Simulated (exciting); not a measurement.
Two BSE runs for the O K edge of LaGaO3, space group R3c. Run A: exciting, all-electron LAPW+lo, LDA, exchange and screened direct term (singlet BSE), 2×2×2 shifted k points, 65 conduction bands, |G+q| up to 3 bohr⁻¹, full RPA screening with nempty = 98, Lorentzian half width 0.45 eV. Run B has a fault in its input.

Energy from the Kohn–Sham onset, core level to the lowest empty state found on the meshes used; one zero for both, scaled to A's maximum:

| E (eV) | A | B |
| --- | --- | --- |
| -5.5 | 0.01 | 0.29 |
| -5.0 | 0.02 | 0.61 |
| -4.5 | 0.02 | 1.60 |
| -4.0 | 0.02 | 1.90 |
| -3.5 | 0.03 | 2.14 |
| -3.0 | 0.03 | 1.45 |
| -2.5 | 0.04 | 0.96 |
| -2.0 | 0.05 | 0.77 |
| -1.5 | 0.08 | 0.38 |
| -1.0 | 0.12 | 0.29 |
| -0.5 | 0.24 | 0.25 |
| 0.0 | 0.50 | 0.24 |
| 0.5 | 0.77 | 0.22 |
| 1.0 | 0.87 | 0.17 |
| 1.5 | 0.96 | 0.15 |
| 2.0 | 0.96 | 0.14 |
| 2.5 | 0.87 | 0.13 |
| 3.0 | 0.78 | 0.13 |
| 3.5 | 0.61 | 0.12 |
| 4.0 | 0.47 | 0.14 |
| 4.5 | 0.32 | 0.19 |
| 5.0 | 0.25 | 0.25 |
| 5.5 | 0.24 | 0.18 |
| 6.0 | 0.36 | 0.14 |
| 6.5 | 0.46 | 0.14 |
| 7.0 | 0.46 | 0.12 |
| 7.5 | 0.48 | 0.11 |
| 8.0 | 0.48 | 0.09 |
| 8.5 | 0.43 | 0.10 |
| 9.0 | 0.30 | 0.12 |
| 9.5 | 0.28 | 0.12 |
| 10.0 | 0.30 | 0.10 |
| 10.5 | 0.29 | 0.09 |
| 11.0 | 0.27 | 0.07 |
| 11.5 | 0.27 | 0.06 |
| 12.0 | 0.26 | 0.05 |
| 12.5 | 0.20 | 0.05 |
| 13.0 | 0.15 | 0.04 |
| 13.5 | 0.12 | 0.04 |
| 14.0 | 0.10 | 0.04 |
| 14.5 | 0.09 | 0.05 |
| 15.0 | 0.08 | 0.07 |
| 15.5 | 0.09 | 0.07 |
| 16.0 | 0.11 | 0.07 |
| 16.5 | 0.11 | 0.07 |
| 17.0 | 0.12 | 0.07 |
| 17.5 | 0.12 | 0.06 |
| 18.0 | 0.12 | 0.06 |
| 18.5 | 0.11 | 0.06 |
| 19.0 | 0.10 | 0.06 |
| 19.5 | 0.09 | 0.06 |
| 20.0 | 0.12 | 0.06 |
| 20.5 | 0.12 | 0.06 |
| 21.0 | 0.13 | 0.06 |
| 21.5 | 0.12 | 0.06 |
| 22.0 | 0.12 | 0.07 |

Question: What most likely went wrong in run B?

Far too few empty states in the screening (empty states in the screening from 98 to 8). The spectrum differs from run A by 157 % r.m.s. Moving the earlier curve by -5.4 eV leaves 72 %. The highest maximum lies at -3.4 eV (2.18), against 1.7 eV (1.00). The first bright state moves from -0.20 to -4.27 eV. Too few states underscreen, so the attraction is too strong. Other settings could leave a like mark; this is the change that was made.

[Hosts, paths, dates, database ids (printed as entryN), source tags and the programs' standing remarks are cut or masked in the printed files.]
